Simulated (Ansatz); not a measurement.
## SbW (built on the sites of a database entry of MoP): relaxing the cell for a phonon run

Aim: bring SbW (built on the sites of a database entry of MoP) to small forces and stress, as phonons need.

Method: DFT PBEsol, scalar-relativistic, plane waves, PAW, in Ansatz 0.2.0.

The structure was built from a prototype and need not be the compound's stable phase.

## (1) The structure

Symmetry: P-6m2, No. 187, hexagonal system. The conventional cell has a = 3.540 Å, b = 3.540 Å, c = 3.505 Å, α = 90.00°, β = 90.00°, γ = 120.00°. W has 6 Sb at 2.69 Å nearest. Nearest to Sb lie 6 W at 2.69 Å. Farther neighbours are not listed.

## (2) A coarse first look

First a cheap look: the gap decides the mesh and the occupations, the pressure tells how far the cell has to move.

input.yaml reads:

```yaml
crystal:
  lattice:
    - [3.54047, 0.0, 0.0]
    - [-1.77023, 3.06613, 0.0]
    - [0.0, 0.0, 3.50531]
  atoms:
    - { symbol: W, position: [0.0, 0.0, 0.0] }
    - { symbol: Sb, position: [0.3333333333, 0.6666666667, 0.5] }
kpoints:
  mp_grid: { grid: [6, 6, 6] }
hamiltonian:
  xc: pbesol
scf:
  occupations: { method: gaussian, width: 0.1 }
output:
  forces: true
  stress: true
  eigenvalues: true
```

The run is started by

```bash
ansatz run input.yaml --threads 4 --pin off --max-ram 7168MiB --backend cpu --events-out ev --progress --plain --runs-dir out
```

Numbers of over 12 decimals in the logs are rounded to 6 here.

The program printed:

```text
Engine: ansatz 0.2.0, aarch64-unknown-linux-gnu
Pseudopotentials: kind: paw
Pseudopotential: W, paw, valence charge 14, recommended cutoff 420 eV (normal), W.paw.azcp
Pseudopotential: Sb, paw, valence charge 15, recommended cutoff 420 eV (normal), Sb.paw.azcp
Functional definition: PBEsol
  exchange = pbesol_x
  correlation = pbesol_c
Crystal: 2 atoms, lattice volume = 38.052 Å³
[...]
--- Band table (eV; the first three rows and the last of 28) ---
  k-point 0: bands = [... 11 lower, 15.1994, 15.1994, 17.6303, 18.0722, 18.0722, 22.6325, 22.6325, 22.9937]
  k-point 1: bands = [... 11 lower, 15.4059, 15.4059, 17.3320, 17.5642, 17.5642, 23.0203, 23.0203, 23.5526]
  k-point 2: bands = [... 11 lower, 15.8420, 15.8420, 16.8954, 16.8954, 18.0516, 22.5101, 22.5101, 24.3841]
  k-point 27: bands = [... 11 lower, 12.6670, 14.5909, 16.4460, 18.9006, 19.4138, 21.0890, 21.4887, 21.9998]
[key lines of the parts left out:]
SCF converged after 6 iterations
Free energy (F): -16663.285857 eV
Fermi energy:    18.057288 eV
P = ⅓ Tr σ = 5.1950 GPa (51.950 kbar)
```

The job ended after 0.93 s (4 threads of Arm Neoverse V1, shared host; peak memory 0.31 GiB; 2.3 s of CPU time).

This step gave:

```
pressure          : 5.195 GPa
volume per atom   : 19.03 Å³
gap on the k-mesh : 0 eV
```

The coarse mesh shows no gap and a pressure of 5.2 GPa.

## (3) Bringing the structure to rest

The cell and atoms are relaxed, since residual forces and stress would shift the frequencies.

input.yaml, the sections that differ from step 2:

```yaml
kpoints:
  mp_grid: { grid: [12, 12, 10] }
output:
  forces: true
  stress: true
  eigenvalues: true
  write_density: true
  write_potential: true
  elf: true
  volumetric_format: npy
relax:
  adjacent_minimum: "off"
  f_tol: 0.005
  max_steps: 80
  cell: { stress_tol: 0.05 }
# crystal, hamiltonian, scf: as in step 2
```

The program printed:

```text
[...]
Crystal: 2 atoms, lattice volume = 38.052 Å³
Basis set: ecut = 420 eV, 761 PW (Γ), exchange–correlation on 48×48×48 points (8 copies of the dense FFT grid, shifted against one another)
Bands: 19, of which v1, the nominal top of the filled ones, is band 15 counted from 1 (14 counted from 0)
Symmetry: 12 space group operations
[...]
k-points: 114 of 1440 (time reversal used)
[...]
SCF iter   1: F=—  HF=-16663.298469 eV  |F-HF|=—  |Δ(HF+E_count)|=         —  Δρ=8.16e-3  dr2=8.92e-3  ethr=1.77e-3  ⟨swp⟩=5.7  Hψ=11230  notcnv=0
[...]
SCF iter   6: F=-16663.297299 eV  HF=-16663.297299 eV  |F-HF|=2.66e-10  |Δ(HF+E_count)|=   1.27e-9  Δρ=2.14e-6  dr2=7.08e-10  ethr=1.37e-10  ⟨swp⟩=7.4  Hψ=13366  notcnv=0
SCF 1 converged in 6 iterations: F = -16663.297299 eV  dr2 = 7.08e-10
[...]
relax step   1: F+E_penalty+E_count = -16663.29729920 eV  Δ(F+E_penalty+E_count) = +0.000e0 eV  max|allowed force component| = 4.626e-18 eV/Å  Δτ_max = 0.0000 Å  P = +5.058 GPa  Ω = 38.052 Å³  (6 SCF iters, dr2 threshold 1.00e-7 eV, accepted)
Crystal: 2 atoms, lattice volume = 40.490 Å³
Basis set: ecut = 420 eV, 775 PW (Γ), exchange–correlation on 48×48×48 points (8 copies of the dense FFT grid, shifted against one another)
[...]
iter 1 solved again at ethr=5.20e-5 eV; its pass at ethr=3.10e-3 eV (dr2=1.51e-2 eV) is discarded
[...]
SCF iter   6: F=-16663.286022 eV  HF=-16663.286022 eV  |F-HF|=7.64e-11  |Δ(HF+E_count)|=   4.67e-9  Δρ=1.15e-6  dr2=1.61e-10  ethr=9.08e-11  ⟨swp⟩=6.3  Hψ=12514  notcnv=0
SCF 2 converged in 6 iterations: F = -16663.286022 eV  dr2 = 1.61e-10
relax step   2: F+E_penalty+E_count = -16663.28602191 eV  Δ(F+E_penalty+E_count) = +1.128e-2 eV  max|allowed force component| = 1.388e-17 eV/Å  Δτ_max = 0.0000 Å  P = -6.881 GPa  Ω = 40.490 Å³  energy of the carried Pulay correction = -9.653e-4 eV  (6 SCF iters, dr2 threshold 2.00e-7 eV, rejected (line search))
Crystal: 2 atoms, lattice volume = 38.852 Å³
[...]
SCF iter   7: F=-16663.323018 eV  HF=-16663.323018 eV  |F-HF|=0.00e0  |Δ(HF+E_count)|=    0.00e0  Δρ=5.73e-8  dr2=1.50e-12  ethr=1.00e-12  ⟨swp⟩=6.1  Hψ=9161  notcnv=0
the search or the solves at the SCF's close seem to have found levels that the self-consistency loop had missed (the run counts 1). By its estimate they hold under 1e-12 electrons; where the run keeps them, the occupations were computed again with them
SCF 3 converged in 7 iterations: F = -16663.323018 eV  dr2 = 1.50e-12
relax step   3: F+E_penalty+E_count = -16663.32301839 eV  Δ(F+E_penalty+E_count) = -2.572e-2 eV  max|allowed force component| = 1.619e-17 eV/Å  Δτ_max = 0.0000 Å  P = +0.232 GPa  Ω = 38.852 Å³  energy of the carried Pulay correction = -3.268e-4 eV  (7 SCF iters, accepted)
[...]
relax step   4: F+E_penalty+E_count = -16663.32488782 eV  Δ(F+E_penalty+E_count) = -1.869e-3 eV  max|allowed force component| = 1.619e-17 eV/Å  Δτ_max = 0.0000 Å  P = +0.331 GPa  Ω = 38.670 Å³  energy of the carried Pulay correction = -2.610e-4 eV  (6 SCF iters, dr2 threshold 2.00e-7 eV, accepted)
[...]
relax step   5: F+E_penalty+E_count = -16663.32495751 eV  Δ(F+E_penalty+E_count) = -6.968e-5 eV  max|allowed force component| = 1.388e-17 eV/Å  Δτ_max = 0.0000 Å  P = -0.010 GPa  Ω = 38.760 Å³  energy of the carried Pulay correction = -2.960e-4 eV  (6 SCF iters, dr2 threshold 2.00e-7 eV, accepted)
Basis set: ecut = 420 eV, 763 PW (Γ), exchange–correlation on 48×48×50 points (8 copies of the dense FFT grid, shifted against one another)
[...]
SCF iter   8: F=-16663.325255 eV  HF=-16663.325255 eV  |F-HF|=7.28e-12  |Δ(HF+E_count)|=  3.64e-12  Δρ=3.32e-10  dr2=4.19e-17  ethr=1.00e-12  ⟨swp⟩=2.9  Hψ=5802  notcnv=0
SCF 6 converged in 8 iterations: F = -16663.325255 eV  dr2 = 4.19e-17
relax step   6: F+E_penalty+E_count = -16663.32525487 eV  Δ(F+E_penalty+E_count) = -2.974e-4 eV  max|allowed force component| = 1.850e-17 eV/Å  Δτ_max = 0.0000 Å  P = -0.017 GPa  Ω = 38.760 Å³  stress off target by 4.80e-2 GPa  SCF on the basis re-selected at this cell (its energy is not comparable with the rows above)  (8 SCF iters)
basis re-selected at this cell: Δ(F+E_penalty+E_count) = -2.974e-4 eV, ΔP = -0.007 GPa vs the last step (what re-selecting the basis moved, of the pressure what is left beyond the Pulay correction that the steps carried, after the strain that the cell walked since its last selection, with what the two solves' SCF thresholds leave and, on support functions, any second-order correction that the steps lacked; it is no measure of the basis error at this ecutwfc). The dense FFT grid was sized anew with the basis: this SCF ran on 24×24×25 points, the steps before it on 24×24×24, so part of this shift can come from that change (see relax.cell in the input reference). [rest of the remark cut]
SCF converged after 8 iterations
Free energy (F): -16663.325255 eV
[...]
Internal energy: -16663.319529 eV  (E = F + TS)
E sigma→0 (E₀):  -16663.322392 eV
Entropy (-TS):   -0.005726 eV (-2.863 meV/atom)
Fermi energy:    17.694059 eV
[...]
--- Stress (GPa, compression-positive) ---
       -0.001845       0.000000       0.000000
        0.000000      -0.001845      -0.000000
        0.000000      -0.000000      -0.047998
  P = ⅓ Tr σ = -0.0172 GPa (-0.172 kbar)
--- Band table (eV; the first three rows and the last of 114) ---
  k-point 0: bands = [... 11 lower, 15.1282, 15.1282, 16.6794, 17.6634, 17.6634, 22.2671, 22.2671, 22.5808]
  k-point 1: bands = [... 11 lower, 15.1957, 15.1957, 16.6024, 17.4909, 17.4909, 22.4194, 22.4194, 22.9959]
  k-point 2: bands = [... 11 lower, 15.3811, 15.3811, 16.7258, 17.1103, 17.1103, 22.5496, 22.5496, 23.5771]
  k-point 113: bands = [... 11 lower, 12.5227, 14.0874, 16.0795, 18.4867, 18.7360, 20.5994, 21.1493, 21.7356]
--- Relaxed structure (5 steps of the walk, 4 accepted, 1 SCFs on fresh bases) ---
  F+E_penalty+E_count = -16663.32525487 eV   max|allowed force component| = 1.850e-17 eV/Å   (the final SCF, on the basis selected at the relaxed cell)
  cell:  # Å, volume = 38.7596 Å³
    - [3.511489, -2.8631250886488883e-6, 1.7878452968522188e-18]
    - [-1.755742, 3.041041, -8.939213859896676e-19]
    - [1.770092420422654e-18, 0, 3.629660]
  atoms:
    - { symbol: W, position: [0, -3.700743415524895e-17, 0] }
    - { symbol: Sb, position: [0.333333, 0.666667, 0.500000] }
```

It took 15 s on 4 threads; peak memory 0.44 GiB; 59 s of CPU time.

Relaxation path:

```tsv
step	energy less that of the first step (eV)	largest force component (eV/Å)	pressure (GPa)	volume (Å³)
1	0.0000	0.0000	5.06	38.05
2	0.0113	0.0000	-6.88	40.49
3	-0.0257	0.0000	0.23	38.85
4	-0.0276	0.0000	0.33	38.67
5	-0.0277	0.0000	-0.01	38.76
6*	-0.0280	0.0000	-0.02	38.76
```

Relaxation steps marked * repeat the geometry before them on a plane-wave basis chosen anew for their cell, so energy and pressure can jump there. Relaxation step 2 was tried and not accepted.

Forces are held to the 12 operations that the run works with; a distortion that breaks them can't arise in this run.

```tsv
conventional cell, symmetrised	before	after	change
a (Å)	3.540	3.511	-0.8 %
b (Å)	3.540	3.511	-0.8 %
c (Å)	3.505	3.630	+3.5 %
volume (Å³/atom)	19.03	19.38	+1.9 %
```

Final coordinates:

```xyz
2
Lattice="3.5115 0.0000 0.0000 -1.7557 3.0410 0.0000 0.0000 0.0000 3.6297" Properties=species:S:1:pos:R:3 pbc="T T T"
W     0.0000    0.0000    0.0000
Sb    0.0000    2.0274    1.8148
```

This step gave:

- pressure: -0.01723 GPa
- volume per atom: 19.38 Å³

Electrostatic potential energy in the ac plane at fractional y = 0.667, with atoms of Sb within 0.2 Å of it. With pseudopotentials it is smooth inside the atoms' cores, unlike the true potential.

Ten even steps from '0' (-10 eV) to '9' (18 eV), each cell a mean:
```
78999999986556
88998899987777
88865567888888
87421124789999
85100001479999
73000000269999
62000000269999
62000000269999
74100001479999
86410013689999
88754457888888
88888888887777
88999999986656
78999999876556
```
Columns run along a (3.5 Å; values clipped at the 3rd and 97th percentile), rows up along c (3.6 Å). Atoms in or near the plane, at fractional coordinates: Sb at (0.33, 0.50).

Valence density in the ac plane at fractional y = 0.667, with atoms of Sb within 0.2 Å of it. It is the smooth field of the valence electrons, not physical close to the nuclei.

Ten steps, logarithmic in the rise over the least value, from '_' (0 e/Å³) to '@' (19 e/Å³), each cell a mean:
```
..________________....::::..
..________________..........
......................____..
....::--------::....________
..::--++****++--::..________
..::==##%%%%##++--..________
..--++%%@@@@%%++--..________
..--++##@@@@%%++--..________
..::--++####**==::..________
....::--====--::....________
......::::::::......________
............................
..________________......::..
..________________....::::..
```
Columns run along a (3.5 Å), rows up along c (3.6 Å). Atoms in or near the plane, at fractional coordinates: Sb at (0.33, 0.50).

ELF in the ac plane at fractional y = 0.667, with atoms of Sb within 0.2 Å of it. It is the smooth field of the valence electrons, not physical close to the nuclei.

Ten even steps from '_' (0.00) to '@' (0.49), each cell a mean:
```
==++++++++++++++++==========
++##%%########%%##++========
##@@@@%%####%%@@@@%%++====++
@@@@%%**++++**##@@@@##++++**
@@%%**==::::--**##@@%%++++##
%%**==..______==**%%%%****%%
##**--________--**##%%****##
%%**==________--**##%%****##
@@##++--....::++##@@%%++++##
@@@@##**++++++##@@@@##++++##
%%@@@@##****##@@@@%%**====++
**##%%%%####%%%%%%**========
==++****++++****++==========
--================--========
```
Columns run along a (3.5 Å), rows up along c (3.6 Å). Atoms in or near the plane, at fractional coordinates: Sb at (0.33, 0.50).

In this step the volume went from 19.03 to 19.38 Å³/atom.

## (4) Tight relaxation

Phonons need a cell at rest on their own settings, so the relaxation is repeated with tight tolerances on forces and stress on the k mesh and occupations of the first response run.

input.yaml, the sections that differ from step 3:

```yaml
crystal:
  lattice:
    - [3.5114894774, -2.8631e-06, 0.0]
    - [-1.7557422592, 3.0410405241, 0.0]
    - [0.0, 0.0, 3.6296602245]
  atoms:
    - { symbol: W, position: [0.0, 0.0, 0.0] }
    - { symbol: Sb, position: [0.3333333333, 0.6666666667, 0.5] }
scf:
  occupations: { method: methfessel_paxton, width: 0.15 }
relax:
  adjacent_minimum: "off"
  f_tol: 0.001
  max_steps: 60
  cell: { stress_tol: 0.01 }
# kpoints, hamiltonian, output: as in step 3
```

The program printed:

```text
[...]
Crystal: 2 atoms, lattice volume = 38.760 Å³
Basis set: ecut = 420 eV, 763 PW (Γ), exchange–correlation on 48×48×50 points (8 copies of the dense FFT grid, shifted against one another)
Bands: 19, of which v1, the nominal top of the filled ones, is band 15 counted from 1 (14 counted from 0)
[... 1 set-up line as in the run before ...]
[...]
k-points: 114 of 1440 (time reversal used)
[...]
k-point 113: bands = [... 11 lower, 12.5161, 14.0896, 16.0787, 18.4979, 18.7255, 20.5969, 21.1428, 21.7267]
--- Relaxed structure (4 steps of the walk, 4 accepted, 1 SCFs on fresh bases) ---
[...]
cell:  # Å, volume = 38.7628 Å³
    - [3.513135, -2.8644315342349046e-6, 0]
    - [-1.756565, 3.042465, 0]
    - [0, 0, 3.626562]
  atoms:
    - { symbol: W, position: [0, -3.700743415524895e-17, 0] }
    - { symbol: Sb, position: [0.333333, 0.666667, 0.500000] }
[key lines of the parts left out:]
SCF converged after 4 iterations
Free energy (F): -16663.322581 eV
Fermi energy:    17.688970 eV
P = ⅓ Tr σ = -0.0001 GPa (-0.001 kbar)
```

It took 12 s on 4 threads; peak memory 0.43 GiB.

Little changed from the start: no atom moved by 0.005 Å and no cell edge by 0.1 %.

This step gave:

```
pressure : -9.57e-5 GPa
```

Valence density in the ac plane at fractional y = 0.667, with atoms of Sb within 0.2 Å of it. It is the smooth field of the valence electrons, not physical close to the nuclei.

Ten steps, logarithmic in the rise over the least value, from '0' (0 e/Å³) to '9' (19 e/Å³), each cell a mean:
```
10000000011221
10000000011111
11111111111001
11233332110000
12356653210000
12478875310000
13589985310000
13579985310000
12357764210000
11234432110000
11122221110000
11111111111111
10000000011121
10000000011221
```
Columns run along a (3.5 Å), rows up along c (3.6 Å). Atoms in or near the plane, at fractional coordinates: Sb at (0.33, 0.50).

ELF in the ac plane at fractional y = 0.667, with atoms of Sb within 0.2 Å of it. It is the smooth field of the valence electrons, not physical close to the nuclei.

Ten even steps from '0' (0.00) to '9' (0.49), each cell a mean:
```
45555555544444
57887778754444
79987779985445
99865567997556
98642236798557
86410004688668
76300003678667
86400003678667
97531125798557
99765557997557
89976679986445
67887788864444
45665566544444
34444444434444
```
Columns run along a (3.5 Å), rows up along c (3.6 Å). Atoms in or near the plane, at fractional coordinates: Sb at (0.33, 0.50).

Electrostatic potential energy in the ac plane at fractional y = 0.667, with atoms of Sb within 0.2 Å of it. With pseudopotentials it is smooth inside the atoms' cores, unlike the true potential.

Values in eV, 14 rows by 14 columns, each cell a mean:
```
 13  15  17  18  18  18  18  17  16  13   9   6   6   9
 14  15  16  16  15  15  16  16  16  14  12  10  10  12
 15  15  13   9   7   7   9  12  14  15  14  14  14  14
 15  11   4  -3  -6  -7  -4   3  10  14  16  17  17  16
 13   4  -5  -9 -10 -10 -10  -5   3  12  16  18  18  17
 10  -1  -9 -10  -9  -9 -10  -9  -2   9  16  18  18  17
  9  -3 -10  -9  -8  -8  -9 -10  -4   7  16  18  18  16
  9  -2  -9 -10  -8  -8 -10 -10  -3   8  16  18  18  16
 12   3  -6 -10 -10 -10 -10  -7   2  11  16  18  18  17
 14   9   2  -5  -8  -8  -6   1   9  14  16  17  17  16
 15  14  10   5   2   2   5  10  14  15  15  15  15  15
 14  15  15  15  14  14  15  15  15  14  13  11  11  12
 13  15  17  17  18  18  18  17  16  13  10   7   7   9
 12  15  17  18  18  18  18  17  15  12   8   5   5   7
```
Columns run along a (3.5 Å; values clipped at the 3rd and 97th percentile), rows up along c (3.6 Å). Atoms in or near the plane, at fractional coordinates: Sb at (0.33, 0.50).

The forces vanish by symmetry and the pressure is 0.000 GPa, within the tolerances set. The cell now holds 19.38 Å³/atom.

## (5) Summary of results

```yaml
space_group_after_relaxation_within_0p01_a: P-6m2
lattice_constant_a: 3.513 Å
lattice_constant_b: 3.513 Å
lattice_constant_c: 3.627 Å
volume_per_atom: 19.4 Å³
```

In words: The forces vanish by symmetry and the pressure is 0.000 GPa, within the tolerances set. The cell now holds 19.38 Å³/atom. The relaxation keeps the symmetry of its start, so it says nothing on stability against lower symmetry. The runs are without spin polarisation, although the cell has an odd electron count. Spin-orbit coupling is left out, which can matter for the heavy elements here. The starting cell was built on a prototype and not taken from a measurement, so the phase need not exist.

[Logs are printed without paths, hosts, clocks, repeated set-up lines and the standing remarks that a program may print on its own settings, such as how far it seeks lower states.]

[Hosts, paths, dates, database ids (printed as entryN), source tags and the programs' standing remarks are cut or masked in the printed files.]
